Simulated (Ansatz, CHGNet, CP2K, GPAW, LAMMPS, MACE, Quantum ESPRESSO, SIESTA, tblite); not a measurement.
# SIESTA runs on liquid mixture of dimethylformamide and H2O at 300 K (102 atoms)

How do the settings of SIESTA change the result for liquid mixture of dimethylformamide and H2O at 300 K (102 atoms)? A plane-wave run serves as the yardstick.

Main program and level: SIESTA 5.4.2; the method is named at each step.

### 1. The structure

The cell holds 102 atoms: 15 C, 5 N, 19 O and 63 H. Its edges and angles: a = 10.188 Å, b = 10.188 Å, c = 10.188 Å, α = 90.0°, β = 90.0°, γ = 90.0°. 5 dimethylformamide, 14 H2O placed at random, at 0.97 g/cm³; overlaps pushed apart, then 10 ps at 450 K with MMFF94 bonds, angles, torsions, charges and radii (Halgren, J. Comput. Chem. 17, 490 (1996)) in harmonic and 12-6 forms; SPC/E water (Berendsen, Grigera and Straatsma, J. Phys. Chem. 91, 6269 (1987)). Snapshot after 20 ps at 300 K and fixed volume.

The yardstick, on the same geometry:

| Quantity | Value |
| --- | --- |
| method | Kohn-Sham DFT, PBE, PAW, plane waves (Ansatz 0.2.0); cutoff 420 eV, Γ point, fermi-dirac smearing of 0.05 eV; PAW set soft_2 |
| r.m.s. force component | 0.8876 eV/Å |
| longest force | 5.941 eV/Å |
| pressure | 0.9035 GPa |
| gap (highest filled to lowest empty level) | 3.675 eV |
| SCF cycles | 10 |
| time | 5 s on 8 threads of Arm Neoverse V2, shared host |
| CPU time | 35 s |

### 2. PBE, DZP, shift 0.01 Ry, mesh 500 Ry

Method: Kohn-Sham DFT, PBE, PseudoDojo 0.4.1 norm-conserving pseudopotentials (converted to PSML), numerical atomic orbitals (DZP), diagonalisation.

The .psml files are PseudoDojo norm-conserving potentials that we converted to this format, checked against plane waves on the same files for H, C, O, Si, Ge and Ca alone.

input.fdf reads:

```
SystemLabel cell
NumberOfAtoms 102
NumberOfSpecies 4
%block ChemicalSpeciesLabel
  1 6 C
  2 7 N
  3 8 O
  4 1 H
%endblock ChemicalSpeciesLabel
LatticeConstant 1.0 Ang
%block LatticeVectors
  10.18782 0.00000 0.00000
  0.00000 10.18782 0.00000
  0.00000 0.00000 10.18782
%endblock LatticeVectors
PAO.BasisSize DZP
PAO.EnergyShift 0.01 Ry
XC.Functional GGA
XC.Authors PBE
MeshCutoff 500 Ry
%block kgrid_Monkhorst_Pack
  1 0 0 0.0
  0 1 0 0.0
  0 0 1 0.0
%endblock kgrid_Monkhorst_Pack
SolutionMethod diagon
OccupationFunction FD
ElectronicTemperature 580 K
SCF.Mixer.Method Pulay
SCF.Mixer.Weight 0.15
SCF.Mixer.History 8
SCF.Mix Hamiltonian
MaxSCFIterations 300
SCF.DM.Tolerance 1e-04
SCF.H.Tolerance 1.0e-3 eV
WriteForces T
Write.HirshfeldPop T
Write.VoronoiPop T
Write.DM F
Write.H F
XML.Write F
AtomicCoordinatesFormat Fractional
%block AtomicCoordinatesAndAtomicSpecies
  0.79614 0.54605 0.42409 1
  0.89790 0.46975 0.35410 2
  0.85219 0.40594 0.23543 1
  0.02878 0.48058 0.39040 1
  0.09024 0.55466 0.46045 3
  0.83709 0.62426 0.48221 4
  0.73960 0.59572 0.34938 4
  0.74528 0.47002 0.47701 4
  0.94035 0.37479 0.18260 4
  0.79594 0.31829 0.26070 4
  0.79924 0.47565 0.17743 4
  0.09331 0.40216 0.34455 4
  0.38544 0.55272 0.40070 1
  0.40359 0.41610 0.42047 2
  0.40504 0.33194 0.30931 1
  0.40766 0.35547 0.53943 1
  0.39098 0.41312 0.64365 3
  0.29308 0.55580 0.33669 4
  0.35895 0.60478 0.48893 4
  0.47202 0.59811 0.35847 4
  0.45282 0.38386 0.23605 4
  0.46048 0.23565 0.33735 4
  0.30673 0.30749 0.27306 4
  0.43538 0.25372 0.53413 4
  0.03298 0.08703 0.80966 1
  0.08147 0.21519 0.84571 2
  0.04075 0.33337 0.77270 1
  0.13450 0.22457 0.97168 1
  0.16251 0.12191 0.02955 3
  0.00983 0.09149 0.70893 4
  0.11470 0.02769 0.83414 4
  0.94321 0.06802 0.86959 4
  0.02722 0.41305 0.84668 4
  0.12052 0.34030 0.70470 4
  0.94735 0.31360 0.72382 4
  0.16308 0.32156 0.00574 4
  0.54062 0.15756 0.03661 1
  0.62292 0.17892 0.92074 2
  0.59383 0.09129 0.81069 1
  0.68142 0.29700 0.90008 1
  0.67361 0.38986 0.98088 3
  0.43945 0.16460 0.00200 4
  0.56639 0.06432 0.07351 4
  0.55496 0.23144 0.11198 4
  0.65367 0.11929 0.72353 4
  0.61464 0.98769 0.84748 4
  0.49115 0.10132 0.77821 4
  0.74010 0.29849 0.80061 4
  0.70622 0.08900 0.44675 1
  0.69308 0.97248 0.51031 2
  0.80777 0.91999 0.56427 1
  0.57566 0.90039 0.51068 1
  0.47403 0.94072 0.45521 3
  0.73788 0.16193 0.51182 4
  0.77994 0.07262 0.37164 4
  0.61470 0.12297 0.39669 4
[... 42 atom lines left out ...]
  0.45187 0.53858 0.71773 4
  0.25218 0.97432 0.56187 3
  0.25052 0.91052 0.63644 4
  0.33539 0.96306 0.51103 4
%endblock AtomicCoordinatesAndAtomicSpecies
```

The run is started by

```console
OMP_NUM_THREADS=1 mpirun -np 2 siesta < input.fdf > output.txt
```

Log:

```text
Version         : 5.4.2
reinit: System Name:
reinit: System Label: cell
initatom: Reading input for the pseudopotentials and atomic orbitals ----------
Species number:   1 Atomic number:    6 Label: C
Species number:   2 Atomic number:    7 Label: N
Species number:   3 Atomic number:    8 Label: O
Species number:   4 Atomic number:    1 Label: H
Ground state valence configuration (from tables):   2s02  2p02  3d00  4f00
Ground state valence configuration (from tables):   2s02  2p03  3d00  4f00
Ground state valence configuration (from tables):   2s02  2p04  3d00  4f00
Ground state valence configuration (from tables):   1s01  2p00  3d00  4f00
---- Processing specs for species: C
GGA--PBE XC_GGA_X_PBE--XC_GGA_C_PBE pb
---- Processing specs for species: N
GGA--PBE XC_GGA_X_PBE--XC_GGA_C_PBE pb
---- Processing specs for species: O
GGA--PBE XC_GGA_X_PBE--XC_GGA_C_PBE pb
---- Processing specs for species: H
GGA--PBE XC_GGA_X_PBE--XC_GGA_C_PBE pb
C pseudopotential only contains V_ls up to l=1 -- lmxkb reset.
N pseudopotential only contains V_ls up to l=1 -- lmxkb reset.
O pseudopotential only contains V_ls up to l=2 -- lmxkb reset.
H pseudopotential only contains V_ls up to l=1 -- lmxkb reset.
Using PAO.SplitTailNorm
%block ChemicalSpeciesLabel
    1    6 C                       # Species index, atomic number, species label
    2    7 N                       # Species index, atomic number, species label
    3    8 O                       # Species index, atomic number, species label
    4    1 H                       # Species index, atomic number, species label
%endblock ChemicalSpeciesLabel
%block PAO.Basis                 # Define Basis set
C                     2                    # Species label, number of l-shells
 n=2   0   2                         # n, l, Nzeta
   4.484      3.048
   1.000      1.000
 n=2   1   2 P   1                   # n, l, Nzeta, Polarization, NzetaPol
   5.436      3.692
[...]
N                     2                    # Species label, number of l-shells
 n=2   0   2                         # n, l, Nzeta
[...]
n=2   1   2 P   1                   # n, l, Nzeta, Polarization, NzetaPol
[...]
O                     2                    # Species label, number of l-shells
 n=2   0   2                         # n, l, Nzeta
[...]
n=2   1   2 P   1                   # n, l, Nzeta, Polarization, NzetaPol
[...]
H                     1                    # Species label, number of l-shells
 n=1   0   2 P   1                   # n, l, Nzeta, Polarization, NzetaPol
   5.233      3.529
   1.000      1.000
%endblock PAO.Basis
coor:   Atomic-coordinates input format  =     Fractional
siesta: System type = bulk
initatomlists: Number of atoms, orbitals, and projectors:    102   822   722
siesta: ******************** Simulation parameters ****************************
Total number of electrons:   262.000000
Total ionic charge:   262.000000
 Kpoints in:            1 . Kpoints trimmed:            1
siesta: k-grid: Number of k-points = 1
siesta: k-points from Monkhorst-Pack grid
siesta: k-cutoff (effective) =     5.094 Ang
siesta: k-point supercell and displacements
siesta: k-grid:     1     0     0      0.000
siesta: k-grid:     0     1     0      0.000
siesta: k-grid:     0     0     1      0.000
                     ====================================
                        Single-point calculation
                     ====================================
outcell: Unit cell vectors (Ang):
       10.187820    0.000000    0.000000
        0.000000   10.187820    0.000000
        0.000000    0.000000   10.187820
outcell: Cell vector modules (Ang)   :   10.187820   10.187820   10.187820
outcell: Cell angles (23,13,12) (deg):     90.0000     90.0000     90.0000
outcell: Cell volume (Ang**3)        :   1057.4109
Gamma-point calculation with multiply-connected orbital pairs
Gamma-point calculation with multiply-connected orbital pairs
Folding of H and S implicitly performed
Folding of H and S implicitly performed
new_DM -- step:     1
Initializing Density Matrix...
Attempting to read DM from file... Failed...
DM filled with atomic data:
InitMesh: MESH = 144 x 144 x 144 = 2985984
InitMesh: Mesh cutoff (required, used) =   500.000   552.159 Ry
stepf: Fermi-Dirac step function
        iscf     Eharris(eV)        E_KS(eV)     FreeEng(eV)     dDmax    Ef(eV) dHmax(eV)
   scf:    1   -13452.254790   -13397.048906   -13397.048906  1.926026 -5.031190  8.213175
   scf:    2   -13416.894052   -13407.775457   -13407.775457  0.067785 -4.863972  5.118007
   scf:    3   -13416.428206   -13414.518525   -13414.518525  0.118386 -4.738695  1.115761
[...]
scf:   11   -13414.918719   -13414.918717   -13414.918717  0.000174 -4.561600  0.001377
   scf:   12   -13414.918718   -13414.918718   -13414.918718  0.000034 -4.561622  0.000774
SCF Convergence by DM+H criterion
max |DM_out - DM_in|         :     0.0000337548
max |H_out - H_in|      (eV) :     0.0007735835
SCF cycle converged after 12 iterations
Using DM_out to compute the final energy and forces
siesta: E_KS(eV) =           -13414.9187
siesta: E_KS - E_eggbox =    -13414.9187
siesta: Atomic forces (eV/Ang):
     1    1.327129   -0.806251   -1.290199
     2    1.253490    1.852639    1.496513
     3    1.578715   -0.706498    1.185180
[...]
101    0.674851    0.161003    0.219082
   102   -0.146744   -0.262575    0.686069
----------------------------------------
   Tot   -0.000399   -0.005007    0.002442
----------------------------------------
   Max    4.485073
   Res    0.986640    sqrt( Sum f_i^2 / 3N )
----------------------------------------
   Max    4.485073    constrained
Stress tensor Voigt[x,y,z,yz,xz,xy] (kbar):       -6.84      -28.24      -29.60        0.57        2.36       -0.30
(Free)E + p*V (eV/cell)   -13400.6904
Target enthalpy (eV/cell)   -13414.9187
siesta: Program's energy decomposition (eV):
siesta: Ebs     =     -3617.817135
siesta: Eions   =     20896.880834
siesta: Ena     =      4099.211311
siesta: Ekin    =      9355.225512
siesta: Enl     =     -1730.061368
siesta: DEna    =      -206.824269
siesta: DUscf   =        23.849330
siesta: Ex      =     -3772.695144
siesta: Ec      =      -286.743256
siesta: Exc     =     -4059.438400
siesta: Eharris =    -13414.918718
siesta: Etot    =    -13414.918718
siesta: FreeEng =    -13414.918718
siesta: Final energy (eV):
siesta:  Band Struct. =   -3617.817135
siesta:       Kinetic =    9355.225512
siesta:       Hartree =    7188.362967
siesta:         Exch. =   -3772.695144
siesta:         Corr. =    -286.743256
siesta:   Exch.-corr. =   -4059.438400
siesta:  Ion-electron =  -22732.557393
siesta:       Ion-ion =   -3166.511404
siesta:         Total =  -13414.918718
siesta:         Fermi =      -4.561622
siesta: Stress tensor (static) (eV/Ang**3):
siesta:    -0.004266   -0.000188    0.001472
siesta:    -0.000188   -0.017629    0.000354
siesta:     0.001472    0.000354   -0.018472
siesta: Cell volume =       1057.410916 Ang**3
siesta: Pressure (static):
siesta:                Solid            Molecule  Units
siesta:           0.00014655          0.00010715  Ry/Bohr**3
siesta:           0.01345580          0.00983794  eV/Ang**3
siesta:          21.55856839         15.76212395  kBar
    Orbital volume contribution        =          26.591023 eV
    (Free)E + p_basis*V_orbitals       =      -13388.327695 eV
    (Free)Eharris+ p_basis*V_orbitals  =      -13388.327695 eV
Hirshfeld Atomic Populations:
Atom #   charge [q] valence [e]  Species
     1    -0.040820    4.040820  C
     2     0.021747    4.978253  N
     3    -0.030727    4.030727  C
     4     0.119630    3.880370  C
     5    -0.135691    6.135691  O
     6     0.035593    0.964407  H
     7     0.022842    0.977158  H
     8     0.030478    0.969522  H
[...]
14     0.028115    4.971885  N
[...]
17    -0.183886    6.183886  O
[...]
26     0.024987    4.975013  N
[...]
29    -0.163648    6.163648  O
[...]
--------------------
 Total    -0.000001
Voronoi Atomic Populations:
Atom #   charge [q] valence [e]  Species
[...]
38    -0.000725    5.000725  N
[...]
50     0.024450    4.975550  N
    51     0.017134    3.982866  C
    52     0.168401    3.831599  C
[...]
97    -0.196514    6.196514  O
[...]
100    -0.183921    6.183921  O
   101     0.057949    0.942051  H
   102     0.059851    0.940149  H
--------------------
 Total    -0.000001
```

It took 79 s on 2 MPI ranks of Arm Neoverse V2, shared host; peak memory 1.5 GiB; 2.6 min of CPU time.

Banners, paths, timers and routine set-up lines are dropped from the logs unmarked, and long logs keep their key lines alone; longer cuts are marked.

Compared with the plane-wave run:

```yaml
r_m_s_force_component: 0.9866 eV/Å
r_m_s_difference_of_force_components: 321.1 meV/Å
longest_difference_of_force_vectors: 1085 meV/Å
force_difference_over_r_m_s_force: 36.17 %
slope_of_forces_against_the_reference_s: 1.052
correlation_of_force_components: 0.9467
spacing_of_highest_filled_and_lowest_empty_level: 3.592 eV
gap_difference: -0.0828 eV
pressure: 2.156 GPa
pressure_difference: 1.252 GPa
```

This run lies far from the reference in forces at the same functional.

Length of the force difference by element (eV/Å):

```
element  atoms  mean  most
      C     15  0.38  0.56
      H     63  0.57  0.95
      N      5  0.30  0.43
      O     19  0.52   1.1
```

Levels nearest the highest filled one (eV from it): -0.63, -0.61, -0.55, -0.50, -0.47, -0.43, -0.36, -0.27, -0.26, -0.24, -0.20, 0.00, 3.59, 4.17, 4.25, 4.62, 4.70, 4.87, 5.62, 6.08, 6.21, 6.38, 6.62, 6.74.

The surroundings of N14, one of the 5 N atoms, nearest first, numbered as they follow in the input and with coordinates relative to it.

| atom | x | y | z | distance (Å) | bonds | Hirshfeld charge (e) | Fx | Fy | Fz (eV/Å) |
| --- | --- | --- | --- | --- | --- | --- | --- | --- | --- |
| N14 | 0.00 | 0.00 | 0.00 | 0.00 | 3 | 0.03 | 0.45 | -1.68 | 1.66 |
| C16 | 0.04 | -0.62 | 1.21 | 1.36 | 3 | 0.10 | -0.04 | 2.05 | -0.81 |
| C13 | -0.18 | 1.39 | -0.20 | 1.42 | 4 | -0.03 | -2.18 | -0.11 | -1.16 |
| C15 | 0.01 | -0.86 | -1.13 | 1.42 | 4 | -0.03 | 0.16 | -2.46 | 1.43 |
| H21 | 0.50 | -0.33 | -1.88 | 1.97 | 1 | 0.03 | 1.68 | 1.25 | -2.65 |
| H18 | -1.13 | 1.42 | -0.85 | 2.01 | 1 | 0.02 | 1.01 | 0.83 | -0.03 |
| H24 | 0.32 | -1.65 | 1.16 | 2.05 | 1 | 0.02 | 0.15 | -1.91 | -0.11 |
| H20 | 0.70 | 1.85 | -0.63 | 2.08 | 1 | 0.03 | 0.70 | 0.49 | -0.85 |
| H19 | -0.45 | 1.92 | 0.70 | 2.09 | 1 | 0.03 | -0.22 | 0.29 | 1.29 |
| H22 | 0.58 | -1.84 | -0.85 | 2.11 | 1 | 0.03 | -0.79 | 1.10 | -0.62 |
| H23 | -0.99 | -1.11 | -1.50 | 2.11 | 1 | 0.03 | -0.82 | -0.40 | -0.15 |

Forces lie 36 % from the reference's, at 4.5 times its CPU time (on 2 against 8 cores).

### 3. PBE, SZ, shift 0.01 Ry, mesh 500 Ry

Method: Kohn-Sham DFT, PBE, PseudoDojo 0.4.1 norm-conserving pseudopotentials (converted to PSML), numerical atomic orbitals (SZ), diagonalisation.

Changes to input.fdf since step 2:

```diff
@@ -15,3 +15,3 @@
 %endblock LatticeVectors
-PAO.BasisSize DZP
+PAO.BasisSize SZ
 PAO.EnergyShift 0.01 Ry
```

The run is started by

```console
OMP_NUM_THREADS=1 siesta < input.fdf > output.txt
```

Log:

```text
Version         : 5.4.2
reinit: System Name:
reinit: System Label: cell
initatom: Reading input for the pseudopotentials and atomic orbitals ----------
Species number:   1 Atomic number:    6 Label: C
Species number:   2 Atomic number:    7 Label: N
Species number:   3 Atomic number:    8 Label: O
Species number:   4 Atomic number:    1 Label: H
[... lines left out ...]
SCF Convergence by DM+H criterion
[... lines left out ...]
SCF cycle converged after 13 iterations
[... lines left out ...]
   Max    7.882951
[... lines left out ...]
   Max    7.882951    constrained
Stress tensor Voigt[x,y,z,yz,xz,xy] (kbar):     -146.82     -207.33     -192.64       -8.43      -14.24        2.50
[... lines left out ...]
siesta: FreeEng =    -13299.467699
[... lines left out ...]
siesta:         Fermi =      -4.008048
[... lines left out ...]
siesta:         182.26348299        148.99708546  kBar
[... lines left out ...]
     3    -0.018899    4.018899  C
     4     0.113876    3.886124  C
     5    -0.154315    6.154315  O
     6     0.038961    0.961039  H
     7     0.032269    0.967731  H
     8     0.030006    0.969994  H
[...]
14    -0.012188    5.012188  N
[...]
17    -0.175456    6.175456  O
[...]
26    -0.018749    5.018749  N
[...]
29    -0.171380    6.171380  O
[...]
--------------------
 Total    -0.000007
Voronoi Atomic Populations:
Atom #   charge [q] valence [e]  Species
[...]
38    -0.057059    5.057059  N
[...]
50    -0.034276    5.034276  N
    51     0.050081    3.949919  C
    52     0.176730    3.823270  C
[...]
97    -0.348674    6.348674  O
[...]
100    -0.323218    6.323218  O
   101     0.134719    0.865281  H
   102     0.140230    0.859770  H
--------------------
 Total    -0.000007
```

The job ended after 59 s (1 thread; peak memory 0.68 GiB).

Numbers from this run, and their distance from the reference:

* r.m.s. force component: 2.65 eV/Å
* r.m.s. difference of force components: 2523 meV/Å
* longest difference of force vectors: 9164 meV/Å
* force difference over r.m.s. force: 284.3 %
* slope of forces against the reference's: 0.915
* correlation of force components: 0.3065
* gap (highest filled to lowest empty level): 0.6664 eV
* gap difference: -3.008 eV
* pressure: 18.23 GPa
* pressure difference: 17.32 GPa

This is a coarse setting, run to see what it loses.

Against the first run (36 %), the force difference from the reference is 284 %, at 0.38 times the CPU time (on 1 against 2 cores), with 219 basis functions against 822: the smaller basis costs accuracy.

(Continued in part 2 of 2.)

[Also dropped from logs without a mark: logging warnings of Python, and SIESTA's first energy breakdown and zero terms.]

[Logs are printed without paths, hosts, clocks, repeated set-up lines and the standing remarks that a program may print on its own settings, such as how far it seeks lower states.]

[Hosts, paths, dates, database ids (printed as entryN), source tags and the programs' standing remarks are cut or masked in the printed files.]

[The MMFF94 radii named for the starting cell were scaled by 0.96; in molecules described by MMFF94, hydrogen bound to N, O or S took a small fixed 12-6 site in their place.]
